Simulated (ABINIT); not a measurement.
# Beyond one shot: KBr (Fm-3m), part 2 of 3

Aim: iterate the self-energy on KBr (Fm-3m) and follow the gap from cycle to cycle.

ABINIT 10.8.3; LDA and many-body steps on it, plane waves. Known limits of the many-body steps: not at the basis limit; no spin-orbit coupling.

So far. Step 7 (evGW0, cycle 3): Against the cycle before, the gap moves by +0.001 eV.

## (8) Screening, 4×4×4 mesh, 95 bands, screening to 130.6 eV

This step: RPA screening on LDA, plane waves, norm-conserving pseudopotentials.

File run.abi:

```
acell 3*1.0 Angstrom
rprim 
  0.000000000000 3.300000000000 3.300000000000
  3.300000000000 0.000000000000 3.300000000000
  3.300000000000 3.300000000000 0.000000000000
ntypat 2
znucl 19 35
natom 2
typat 1 2
xred 
  0.000000000000 0.000000000000 0.000000000000
  0.500000000000 0.500000000000 0.500000000000
pp_dirpath "pseudos"
pseudos "K.upf, Br.upf"
ecut 32
ngkpt 4 4 4
nshiftk 1
shiftk 0 0 0
kptopt 1
chksymbreak 0
istwfk *1
occopt 1
irdwfk 1
optdriver 3
nband 95
ecuteps 4.8
inclvkb 2
awtr 1
symchi 1
gwcalctyp 10
mbpt_sciss 3.317 eV
nqptdm 1
qptdm 
  0 0 0
indata_prefix "in"
outdata_prefix "out"
tmpdata_prefix "tmp"
```

Launch:

```sh
> OMP_NUM_THREADS=1 mpirun -n 4 abinit run.abi > log
```

Log:

```text
.Version 10.8.3 of ABINIT. v10.8.2 released Aug 2026.

 Symmetries : space group Fm -3 m (#225); Bravais cF (face-center cubic)
[... echo of the input left out ...]
== DATASET  1 ==================================================================
-   mpi_nproc: 4, omp_nthreads: 1 (-1 if OMP is not activated)

--- !DatasetInfo
iteration_state: {dtset: 1, }
dimensions: {natom: 2, nkpt: 8, mband: 95, nsppol: 1, nspinor: 1, nspden: 1, mpw: 4279, }
cutoff_energies: {ecut:  32.0, pawecutdg:  -1.0, }
electrons: {nelect:   1.60000000E+01, charge:   0.00000000E+00, occopt:   1.00000000E+00, tsmear:   1.00000000E-02, }

 SCREENING: Calculation of the susceptibility and dielectric matrices

 Based on a program developped by R.W. Godby, V. Olevano, G. Onida, and L. Reining.
 Incorporated in ABINIT by V. Olevano, G.-M. Rignanese, and M. Torrent.
.Using double precision arithmetic ; gwpc =  8

[... cell and pseudopotentials left out ...]
--------------------------------------------------------------------------------

 ==== K-mesh for the wavefunctions ====
 Number of points in the irreducible wedge :     8
[... list of points left out ...]
 Together with 48 symmetry operations and time-reversal symmetry
 yields    64 points in the full Brillouin Zone.

 ==== Q-mesh for the screening function ====
 Number of points in the irreducible wedge :     8
[... list of points left out ...]
 Together with 48 symmetry operations and time-reversal symmetry
 yields    64 points in the full Brillouin Zone.

 setmesh: FFT mesh size selected  =    32x   32x   32
          total number of points  =        32768

 vcoul_init : cutoff-mode = AUXILIARY_FUNCTION
 q-points for optical limit:   1
     1)      0.000010    0.000020    0.000030

 Dielectric matrix will be calculated only for some
 selected q points provided by the user through the input variables
 nqptdm and qptdm

- screening: taking advantage of time-reversal symmetry
- Maximum band index for partially occupied states nbvw = 8
- Remaining bands to be divided among processors   nbcw = 87
- Number of bands treated by each node ~21

 rdqps: reading QP wavefunctions of the previous step
        looking for file in_QPS
 file not found, 1st iteration initialized with KS eigenelements

 screening : performing a first self-consistency
 update of the energies in W by a scissor operator
 applying a scissor operator of [eV] :   3.317

 Number of electrons calculated from density =   16.0000; Expected =   16.0000
 average of density, n =  0.032988
 r_s =    1.9343
 omega_plasma =   17.5199 [eV]

 calculating chi0 at frequencies [eV] :
  1    0.000000E+00    0.000000E+00
  2    0.000000E+00    1.751989E+01

--------------------------------------------------------------------------------
  q-point number  1        q = ( 0.000000, 0.000000, 0.000000) [r.l.u.]
--------------------------------------------------------------------------------
[... chi0 elements left out ...]
 For q-point:  0.000010 0.000020 0.000030
  dielectric constant =   2.1244
  dielectric constant without local fields =   2.4442

  Average fulfillment of the sum rule on Im[epsilon] for q-point    1 :     81.64  [%]
[... wings left out ...]
== END DATASET(S) ==============================================================
================================================================================

 -outvars: echo values of variables after computation  --------
           etotal      0.0000000000E+00
            nband          95
             nkpt           8
          spgroup         225
 [... the other variables as echoed above ...]

 Calculation completed.
```

Wall time 5.3 s (4 MPI ranks of Arm Neoverse V1, shared host); peak memory 0.59 GiB; 21 s of CPU time.

This step gave:

| Item | Value |
| --- | --- |
| ε∞ with local fields, on this mesh, along the program's q direction | 2.124 |
| the same without local fields | 2.444 |
| plasma frequency | 17.52 eV |
| plane waves in the screening matrix | 259 |

This screening uses the functional's bands under a rigid shift, the mean opening of the cycle before.

## (9) Screening, 4×4×4 mesh, 95 bands, screening to 130.6 eV

This step: RPA screening on LDA from quasiparticle energies, plane waves, norm-conserving pseudopotentials.

Changes to run.abi since step 8:

```diff
@@ -29,7 +29,13 @@
 symchi 1
+irdqps 1
 gwcalctyp 10
-mbpt_sciss 3.317 eV
-nqptdm 1
+nqptdm 7
 qptdm 
-  0 0 0
+  0.2500000000 0.0000000000 0.0000000000
+  0.5000000000 0.0000000000 0.0000000000
+  0.2500000000 0.2500000000 0.0000000000
+  0.5000000000 0.2500000000 0.0000000000
+  -0.2500000000 0.2500000000 0.0000000000
+  0.5000000000 0.5000000000 0.0000000000
+  -0.2500000000 0.5000000000 0.2500000000
 indata_prefix "in"
```

File mrgscr.stdin:

```
2
merged
q0_SCR
out_SCR
1
```

Launch:

```sh
> OMP_NUM_THREADS=1 mpirun -n 4 abinit run.abi > log; mrgscr < mrgscr.stdin
```

Log:

```text
.Version 10.8.3 of ABINIT. v10.8.2 released Aug 2026.

 Symmetries : space group Fm -3 m (#225); Bravais cF (face-center cubic)
[... echo of the input left out ...]
== DATASET  1 ==================================================================
-   mpi_nproc: 4, omp_nthreads: 1 (-1 if OMP is not activated)

--- !DatasetInfo
iteration_state: {dtset: 1, }
dimensions: {natom: 2, nkpt: 8, mband: 95, nsppol: 1, nspinor: 1, nspden: 1, mpw: 4279, }
cutoff_energies: {ecut:  32.0, pawecutdg:  -1.0, }
[...]
q-point number  1        q = ( 0.250000, 0.000000, 0.000000) [r.l.u.]
--------------------------------------------------------------------------------
[... chi0 elements left out ...]
  Average fulfillment of the sum rule on Im[epsilon] for q-point    2 :     98.83  [%]

--------------------------------------------------------------------------------
  q-point number  2        q = ( 0.500000, 0.000000, 0.000000) [r.l.u.]
--------------------------------------------------------------------------------
[... chi0 elements left out ...]
  Average fulfillment of the sum rule on Im[epsilon] for q-point    3 :     90.53  [%]

 [... 5 further q-points ...]
```

Wall time 18 s (4 MPI ranks); peak memory 0.88 GiB.

This step gave:

| Quantity | Value |
| --- | --- |
| plasma frequency | 17.52 eV |
| plane waves in the screening matrix | 259 |

This screening reads the quasiparticle levels of the cycle before.

## (10) evGW, cycle 1

This step: evGW on LDA, plane waves, norm-conserving pseudopotentials.

Changes to run.abi since step 9:

```diff
@@ -23,12 +23,10 @@
 irdwfk 1
-optdriver 3
+optdriver 4
 nband 95
-ecuteps 4.8
-inclvkb 2
-awtr 1
-symchi 1
-irdqps 1
 gwcalctyp 10
-nqptdm 7
-qptdm 
+ecutsigx 32
+symsigma 1
+nkptgw 8
+kptgw 
+  0.0000000000 0.0000000000 0.0000000000
   0.2500000000 0.0000000000 0.0000000000
@@ -40,2 +38,15 @@
   -0.2500000000 0.5000000000 0.2500000000
+bdgw 
+  1 15
+  1 15
+  1 15
+  1 15
+  1 15
+  1 15
+  1 15
+  1 15
+ecuteps 4.8
+irdscr 1
+ppmodel 1
+irdqps 1
 indata_prefix "in"
```

Launch:

```sh
> OMP_NUM_THREADS=1 mpirun -n 4 abinit run.abi > log
```

Log:

```text
.Version 10.8.3 of ABINIT. v10.8.2 released Aug 2026.

 Symmetries : space group Fm -3 m (#225); Bravais cF (face-center cubic)
[... echo of the input left out ...]
== DATASET  1 ==================================================================
-   mpi_nproc: 4, omp_nthreads: 1 (-1 if OMP is not activated)

--- !DatasetInfo
iteration_state: {dtset: 1, }
dimensions: {natom: 2, nkpt: 8, mband: 95, nsppol: 1, nspinor: 1, nspden: 1, mpw: 4279, }
cutoff_energies: {ecut:  32.0, pawecutdg:  -1.0, }
[...]
.  kptgw no:  3; Maximum DeltaE = (  -4.924  -0.055) for band index:  1
[...]
.  kptgw no:  7; Maximum DeltaE = (  -4.988  -0.009) for band index:  1
.  kptgw no:  8; Maximum DeltaE = (  -4.964  -0.030) for band index:  1

== END DATASET(S) ==============================================================
================================================================================

 -outvars: echo values of variables after computation  --------
           etotal      0.0000000000E+00
            nband          95
             nkpt           8
          spgroup         225
 [... the other variables as echoed above ...]

 Calculation completed.
```

Wall time 3.2 min (4 MPI ranks); peak memory 1.5 GiB; 13 min of CPU time.

This step gave:

```yaml
quasiparticle_gap_on_the_mesh: 7.805 eV
gap_of_the_density_functional_on_the_mesh: 4.032 eV
k_of_the_valence_top: 0, 0, 0
k_of_the_conduction_bottom: 0, 0, 0
least_direct_quasiparticle_gap_on_the_computed_points: 7.805 eV
```

Against G0W0 in ABINIT (4×4×4 mesh, 95 bands, screening to 130.6 eV, Godby-Needs plasmon pole), the gap moves by +1.023 eV.

## (11) Screening, 4×4×4 mesh, 95 bands, screening to 130.6 eV

This step: RPA screening on LDA, plane waves, norm-conserving pseudopotentials.

File run.abi:

```
acell 3*1.0 Angstrom
rprim 
  0.000000000000 3.300000000000 3.300000000000
  3.300000000000 0.000000000000 3.300000000000
  3.300000000000 3.300000000000 0.000000000000
ntypat 2
znucl 19 35
natom 2
typat 1 2
xred 
  0.000000000000 0.000000000000 0.000000000000
  0.500000000000 0.500000000000 0.500000000000
pp_dirpath "pseudos"
pseudos "K.upf, Br.upf"
ecut 32
ngkpt 4 4 4
nshiftk 1
shiftk 0 0 0
kptopt 1
chksymbreak 0
istwfk *1
occopt 1
irdwfk 1
optdriver 3
nband 95
ecuteps 4.8
inclvkb 2
awtr 1
symchi 1
gwcalctyp 10
mbpt_sciss 3.968 eV
nqptdm 1
qptdm 
  0 0 0
indata_prefix "in"
outdata_prefix "out"
tmpdata_prefix "tmp"
```

Log:

```text
.Version 10.8.3 of ABINIT. v10.8.2 released Aug 2026.

 Symmetries : space group Fm -3 m (#225); Bravais cF (face-center cubic)
[... echo of the input left out ...]
== DATASET  1 ==================================================================
-   mpi_nproc: 4, omp_nthreads: 1 (-1 if OMP is not activated)

--- !DatasetInfo
iteration_state: {dtset: 1, }
dimensions: {natom: 2, nkpt: 8, mband: 95, nsppol: 1, nspinor: 1, nspden: 1, mpw: 4279, }
cutoff_energies: {ecut:  32.0, pawecutdg:  -1.0, }
[...]
[... chi0 elements left out ...]
 For q-point:  0.000010 0.000020 0.000030
  dielectric constant =   2.0748
  dielectric constant without local fields =   2.3727

  Average fulfillment of the sum rule on Im[epsilon] for q-point    1 :     83.37  [%]
[... wings left out ...]
== END DATASET(S) ==============================================================
================================================================================

 -outvars: echo values of variables after computation  --------
           etotal      0.0000000000E+00
            nband          95
             nkpt           8
          spgroup         225
 [... the other variables as echoed above ...]

 Calculation completed.
```

It took 5.3 s on 4 MPI ranks; peak memory 0.59 GiB; 21 s of CPU time.

Numbers from this step:

| Quantity | Value |
| --- | --- |
| ε∞ with local fields, on this mesh, along the program's q direction | 2.075 |
| the same without local fields | 2.373 |
| plasma frequency | 17.52 eV |
| plane waves in the screening matrix | 259 |

This screening uses the functional's bands under a rigid shift, the mean opening of the cycle before.

## (12) Screening, 4×4×4 mesh, 95 bands, screening to 130.6 eV

This step: RPA screening on LDA from quasiparticle energies, plane waves, norm-conserving pseudopotentials.

Changes to run.abi since step 11:

```diff
@@ -29,7 +29,13 @@
 symchi 1
+irdqps 1
 gwcalctyp 10
-mbpt_sciss 3.968 eV
-nqptdm 1
+nqptdm 7
 qptdm 
-  0 0 0
+  0.2500000000 0.0000000000 0.0000000000
+  0.5000000000 0.0000000000 0.0000000000
+  0.2500000000 0.2500000000 0.0000000000
+  0.5000000000 0.2500000000 0.0000000000
+  -0.2500000000 0.2500000000 0.0000000000
+  0.5000000000 0.5000000000 0.0000000000
+  -0.2500000000 0.5000000000 0.2500000000
 indata_prefix "in"
```

mrgscr.stdin is that of step 9.

Launch:

```sh
> OMP_NUM_THREADS=1 mpirun -n 4 abinit run.abi > log; mrgscr < mrgscr.stdin
```

Log:

```text
.Version 10.8.3 of ABINIT. v10.8.2 released Aug 2026.

 Symmetries : space group Fm -3 m (#225); Bravais cF (face-center cubic)
[... echo of the input left out ...]
== DATASET  1 ==================================================================
-   mpi_nproc: 4, omp_nthreads: 1 (-1 if OMP is not activated)

--- !DatasetInfo
iteration_state: {dtset: 1, }
dimensions: {natom: 2, nkpt: 8, mband: 95, nsppol: 1, nspinor: 1, nspden: 1, mpw: 4279, }
cutoff_energies: {ecut:  32.0, pawecutdg:  -1.0, }
[...]
q-point number  1        q = ( 0.250000, 0.000000, 0.000000) [r.l.u.]
--------------------------------------------------------------------------------
[... chi0 elements left out ...]
  Average fulfillment of the sum rule on Im[epsilon] for q-point    2 :    102.18  [%]

--------------------------------------------------------------------------------
  q-point number  2        q = ( 0.500000, 0.000000, 0.000000) [r.l.u.]
--------------------------------------------------------------------------------
[... chi0 elements left out ...]
  Average fulfillment of the sum rule on Im[epsilon] for q-point    3 :     93.32  [%]

 [... 5 further q-points ...]
```

Elapsed: 19 s, on 4 MPI ranks; peak memory 0.88 GiB; 77 s of CPU time.

This step gave:

- plasma frequency: 17.52 eV
- plane waves in the screening matrix: 259

This screening reads the quasiparticle levels of the cycle before.

## (13) evGW, cycle 2

This step: evGW on LDA, plane waves, norm-conserving pseudopotentials.

Changes to run.abi since step 12:

```diff
@@ -23,12 +23,10 @@
 irdwfk 1
-optdriver 3
+optdriver 4
 nband 95
-ecuteps 4.8
-inclvkb 2
-awtr 1
-symchi 1
-irdqps 1
 gwcalctyp 10
-nqptdm 7
-qptdm 
+ecutsigx 32
+symsigma 1
+nkptgw 8
+kptgw 
+  0.0000000000 0.0000000000 0.0000000000
   0.2500000000 0.0000000000 0.0000000000
@@ -40,2 +38,15 @@
   -0.2500000000 0.5000000000 0.2500000000
+bdgw 
+  1 15
+  1 15
+  1 15
+  1 15
+  1 15
+  1 15
+  1 15
+  1 15
+ecuteps 4.8
+irdscr 1
+ppmodel 1
+irdqps 1
 indata_prefix "in"
```

Launch:

```sh
> OMP_NUM_THREADS=1 mpirun -n 4 abinit run.abi > log
```

Log:

```text
.Version 10.8.3 of ABINIT. v10.8.2 released Aug 2026.

 Symmetries : space group Fm -3 m (#225); Bravais cF (face-center cubic)
[... echo of the input left out ...]
== DATASET  1 ==================================================================
-   mpi_nproc: 4, omp_nthreads: 1 (-1 if OMP is not activated)

--- !DatasetInfo
iteration_state: {dtset: 1, }
dimensions: {natom: 2, nkpt: 8, mband: 95, nsppol: 1, nspinor: 1, nspden: 1, mpw: 4279, }
cutoff_energies: {ecut:  32.0, pawecutdg:  -1.0, }
[...]
.  kptgw no:  3; Maximum DeltaE = (   0.789  -0.275) for band index:  1
[...]
.  kptgw no:  7; Maximum DeltaE = (   0.753  -0.280) for band index:  1
.  kptgw no:  8; Maximum DeltaE = (   0.828  -0.305) for band index:  1

== END DATASET(S) ==============================================================
================================================================================

 -outvars: echo values of variables after computation  --------
           etotal      0.0000000000E+00
            nband          95
             nkpt           8
          spgroup         225
 [... the other variables as echoed above ...]

 Calculation completed.
```

It took 3.2 min on 4 MPI ranks; peak memory 1.5 GiB; 13 min of CPU time.

Numbers from this step:

```
quasiparticle gap on the mesh                         : 7.888 eV
gap of the density functional on the mesh             : 4.032 eV
k of the valence top                                  : 0, 0, 0
k of the conduction bottom                            : 0, 0, 0
least direct quasiparticle gap on the computed points : 7.888 eV
```

Against the cycle before, the gap moves by +0.083 eV.

## (14) Screening, 4×4×4 mesh, 95 bands, screening to 130.6 eV

This step: RPA screening on LDA, plane waves, norm-conserving pseudopotentials.

File run.abi:

```
acell 3*1.0 Angstrom
rprim 
  0.000000000000 3.300000000000 3.300000000000
  3.300000000000 0.000000000000 3.300000000000
  3.300000000000 3.300000000000 0.000000000000
ntypat 2
znucl 19 35
natom 2
typat 1 2
xred 
  0.000000000000 0.000000000000 0.000000000000
  0.500000000000 0.500000000000 0.500000000000
pp_dirpath "pseudos"
pseudos "K.upf, Br.upf"
ecut 32
ngkpt 4 4 4
nshiftk 1
shiftk 0 0 0
kptopt 1
chksymbreak 0
istwfk *1
occopt 1
irdwfk 1
optdriver 3
nband 95
ecuteps 4.8
inclvkb 2
awtr 1
symchi 1
gwcalctyp 10
mbpt_sciss 4.055 eV
nqptdm 1
qptdm 
  0 0 0
indata_prefix "in"
outdata_prefix "out"
tmpdata_prefix "tmp"
```

Log:

```text
.Version 10.8.3 of ABINIT. v10.8.2 released Aug 2026.

 Symmetries : space group Fm -3 m (#225); Bravais cF (face-center cubic)
[... echo of the input left out ...]
== DATASET  1 ==================================================================
-   mpi_nproc: 4, omp_nthreads: 1 (-1 if OMP is not activated)

--- !DatasetInfo
iteration_state: {dtset: 1, }
dimensions: {natom: 2, nkpt: 8, mband: 95, nsppol: 1, nspinor: 1, nspden: 1, mpw: 4279, }
cutoff_energies: {ecut:  32.0, pawecutdg:  -1.0, }
[...]
[... chi0 elements left out ...]
 For q-point:  0.000010 0.000020 0.000030
  dielectric constant =   2.0685
  dielectric constant without local fields =   2.3637

  Average fulfillment of the sum rule on Im[epsilon] for q-point    1 :     83.60  [%]
[... wings left out ...]
== END DATASET(S) ==============================================================
================================================================================

 -outvars: echo values of variables after computation  --------
           etotal      0.0000000000E+00
            nband          95
             nkpt           8
          spgroup         225
 [... the other variables as echoed above ...]

 Calculation completed.
```

Wall time 5.5 s (4 MPI ranks); peak memory 0.56 GiB; 22 s of CPU time.

This step gave:

| Property | Result |
| --- | --- |
| ε∞ with local fields, on this mesh, along the program's q direction | 2.068 |
| the same without local fields | 2.364 |
| plasma frequency | 17.52 eV |
| plane waves in the screening matrix | 259 |

This screening uses the functional's bands under a rigid shift, the mean opening of the cycle before.

(Continued in part 3 of 3.)

[Paths, hosts, dates, memory and timing lines, banners, echoed tables and standing remarks are left out of the program output.]

[Logs are printed without paths, hosts, clocks, repeated set-up lines and the standing remarks that a program may print on its own settings, such as how far it seeks lower states.]

[Runs of the session that timed out or met a known fault of the program may be left out.]

[Hosts, paths, dates, database ids (printed as entryN), source tags and the programs' standing remarks are cut or masked in the printed files.]

[G0W0 gaps are taken among the corrected bands and points alone; a level outside them can change the order at an edge.]

[Where Ansatz stands beside ABINIT at settings called matched, ABINIT's density can come from a denser mesh and the files from another edition; pairs whose starting gaps differed by over 0.03 eV were left out, so agreement reads better than it is.]
